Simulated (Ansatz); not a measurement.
# Al (Fm-3m, 1 atom in the cell): converging a phonon calculation, part 2 of 2

How do the frequencies of Al (Fm-3m, 1 atom in the cell) move with q mesh, k mesh and cutoff?

Ansatz 0.2.0; DFT PBEsol, scalar-relativistic, plane waves, PAW.

So far, highest frequency on the path or at a solved wavevector (cm⁻¹): step 3 (phonons on a q mesh) 331; step 4 (q mesh 2×2×2) 331; step 10 (k-mesh 16×16×16, q mesh 2×2×2) 336; step 11 (q mesh 2×2×2) 331. The relaxed cell has a = 4.014 Å (conventional setting).

## Step 13: The series together (continued)

The runs together, line C_V. The C_V by temperature; values in J/mol-atom/K:

| temperature (K) | 16×16×16 | 20×20×20 | 30×30×30 |
| --- | --- | --- | --- |
| 0 | 0 | 0 | 0 |
| 50 | 3.66 | 3.81 | 3.75 |
| 100 | 12.5 | 12.7 | 12.6 |
| 150 | 17.7 | 17.8 | 17.8 |
| 200 | 20.4 | 20.5 | 20.5 |
| 250 | 21.9 | 21.9 | 21.9 |
| 300 | 22.7 | 22.8 | 22.8 |
| 350 | 23.3 | 23.3 | 23.3 |
| 400 | 23.7 | 23.7 | 23.7 |
| 450 | 23.9 | 23.9 | 23.9 |
| 500 | 24.1 | 24.1 | 24.1 |
| 550 | 24.3 | 24.3 | 24.3 |
| 600 | 24.4 | 24.4 | 24.4 |
| 650 | 24.4 | 24.5 | 24.5 |
| 700 | 24.5 | 24.5 | 24.5 |
| 750 | 24.6 | 24.6 | 24.6 |
| 800 | 24.6 | 24.6 | 24.6 |
| 850 | 24.6 | 24.7 | 24.7 |
| 900 | 24.7 | 24.7 | 24.7 |
| 950 | 24.7 | 24.7 | 24.7 |
| 1000 | 24.7 | 24.7 | 24.7 |

## Step 14: Another cutoff, cutoff 170 eV, q mesh 2×2×2

The cutoff is set to 170 eV on a small fixed q mesh.

File input.yaml:

```yaml
crystal:
  lattice:
    - [0.0, 2.0068801597, 2.0068801597]
    - [2.0068801597, 0.0, 2.0068801597]
    - [2.0068801597, 2.0068801597, 0.0]
  atoms:
    - { symbol: Al, position: [0.0, 0.0, 0.0] }
kpoints:
  mp_grid: { grid: [20, 20, 20] }
hamiltonian:
  xc: pbesol
scf:
  occupations: { method: methfessel_paxton, width: 0.15 }
output:
  eigenvalues: true
phonons:
  method: dfpt
  qmesh: [2, 2, 2]
  temperatures: { t_max: 1000, t_step: 50 }
  qpath:
    path:
      - [[0.0, 0.0, 0.0], [0.5, 0.0, 0.5], [0.625, 0.25, 0.625]]
      - [[0.375, 0.375, 0.75], [0.0, 0.0, 0.0], [0.5, 0.5, 0.5], [0.5, 0.25, 0.75], [0.5, 0.0, 0.5]]
    npoints: 10
basis:
  ecutwfc: 170
```

On the command line:

```
> ansatz run input.yaml --threads 4 --pin off --max-ram 7168MiB --backend cpu --events-out ev --progress --plain --runs-dir out
```

Wall time 3.5 s (4 threads of Arm Neoverse V2, shared host); peak memory 0.47 GiB.

The run finished; it serves as a test, and its numbers are not taken as the result.

## Step 15: Another cutoff, cutoff 230 eV, q mesh 2×2×2

The cutoff is set to 230 eV on a small fixed q mesh.

input.yaml, as its differences from that of step 14:

```diff
@@ -25,2 +25,2 @@
 basis:
-  ecutwfc: 170
+  ecutwfc: 230
```

Elapsed: 4.1 s, on 4 threads; peak memory 0.51 GiB.

The run finished; it serves as a test, and its numbers are not taken as the result.

## Step 16: Another cutoff, cutoff 290 eV, q mesh 2×2×2

The cutoff is set to 290 eV on a small fixed q mesh.

input.yaml, as its differences from that of step 15:

```diff
@@ -25,2 +25,2 @@
 basis:
-  ecutwfc: 230
+  ecutwfc: 290
```

Run time: 4.8 s. Hardware: 4 threads; peak memory 0.56 GiB.

The run finished; it serves as a test, and its numbers are not taken as the result.

## Step 17: Another cutoff, cutoff 360 eV, q mesh 2×2×2

The cutoff is set to 360 eV on a small fixed q mesh.

input.yaml, as its differences from that of step 16:

```diff
@@ -25,2 +25,2 @@
 basis:
-  ecutwfc: 290
+  ecutwfc: 360
```

The job ended after 5.8 s (4 threads; peak memory 0.63 GiB).

Frequencies (cm⁻¹) solved at each irreducible wavevector; negative means imaginary. Frequencies by wavevector, by row:

| q in reciprocal lattice units | star | mode 1 | mode 2 | mode 3 |
| --- | --- | --- | --- | --- |
| 0 0 0 | 1 | 0 | 0 | 0 |
| 0 0 -0.5 | 4 | 142.3 | 142.3 | 329.9 |
| 0 -0.5 -0.5 | 3 | 200.3 | 200.3 | 330.2 |

## Step 18: Another cutoff, cutoff 550 eV, q mesh 2×2×2

The cutoff is set to 550 eV on a small fixed q mesh.

input.yaml, as its differences from that of step 17:

```diff
@@ -25,2 +25,2 @@
 basis:
-  ecutwfc: 360
+  ecutwfc: 550
```

Run time: 9.2 s. Hardware: 4 threads; peak memory 0.85 GiB.

Frequencies (cm⁻¹) solved at each irreducible wavevector; negative means imaginary. Frequencies by wavevector, by row:

| q in reciprocal lattice units | star | mode 1 | mode 2 | mode 3 |
| --- | --- | --- | --- | --- |
| 0 0 0 | 1 | 0 | 0 | 0 |
| 0 0 -0.5 | 4 | 142.5 | 142.5 | 330.6 |
| 0 -0.5 -0.5 | 3 | 200.2 | 200.2 | 330.9 |

Against step 4 (now cutoff 550 eV), the highest frequency on the path or at a solved wavevector stays at 331 cm⁻¹.

## Step 19: Results

| Quantity | Value |
| --- | --- |
| mean frequency, q mesh 2×2×2 | 210 cm⁻¹ |
| mean frequency, q mesh 3×3×3 | 215 cm⁻¹ |
| mean frequency, q mesh 6×6×6 | 213 cm⁻¹ |
| lowest mode on the q mesh (acoustic modes at Γ apart), k-mesh 6×6×6 | 139 cm⁻¹ |
| lowest mode on the q mesh (acoustic modes at Γ apart), k-mesh 10×10×10 | 133 cm⁻¹ |
| lowest mode on the q mesh (acoustic modes at Γ apart), k-mesh 16×16×16 | 145 cm⁻¹ |
| lowest mode on the q mesh (acoustic modes at Γ apart), k-mesh 20×20×20 | 142 cm⁻¹ |
| lowest mode on the q mesh (acoustic modes at Γ apart), k-mesh 30×30×30 | 144 cm⁻¹ |
| lowest mode on the q mesh (acoustic modes at Γ apart), cutoff 170 eV | 168 cm⁻¹ |
| lowest mode on the q mesh (acoustic modes at Γ apart), cutoff 230 eV | 118 cm⁻¹ |
| lowest mode on the q mesh (acoustic modes at Γ apart), cutoff 290 eV | 147 cm⁻¹ |
| lowest mode on the q mesh (acoustic modes at Γ apart), cutoff 360 eV | 142 cm⁻¹ |
| lowest mode on the q mesh (acoustic modes at Γ apart), cutoff 550 eV | 142 cm⁻¹ |

Over the whole q mesh series, coarse runs included, the mean frequency runs from 210.0 to 215.0 cm⁻¹; from 3×3×3 on it stays within 2.0 cm⁻¹ of the finest run (6×6×6), against a tolerance of 2.1. The k mesh changes along this series too, so part of the change is its. Over the whole k mesh series, coarse runs included, the lowest mode on the q mesh (acoustic modes at Γ apart) runs from 133.3 to 144.7 cm⁻¹; from 20×20×20 on all solved modes stay within 1.8 cm⁻¹ of the finest run (30×30×30), against a tolerance of 3.3. Over the whole cutoff series, coarse runs included, the lowest mode on the q mesh (acoustic modes at Γ apart) runs from 118.0 to 168.4 cm⁻¹; from 360 eV on all solved modes stay within 0.7 cm⁻¹ of the finest run (550 eV), against a tolerance of 3.3. All runs share the cell relaxed at the base settings, which is not exactly at rest under another k mesh or cutoff. With no gap, or one that is small against the smearing, the frequencies hang on the k mesh and the smearing, most of all near Kohn anomalies. A phonon run warned that its eigensolver left some bands unconverged in a pass. These are harmonic frequencies at zero temperature: anharmonic shifts, linewidths and thermal expansion are left out.

[Logs are printed without paths, hosts, clocks, repeated set-up lines and the standing remarks that a program may print on its own settings, such as how far it seeks lower states.]

[Hosts, paths, dates, database ids (printed as entryN), source tags and the programs' standing remarks are cut or masked in the printed files.]
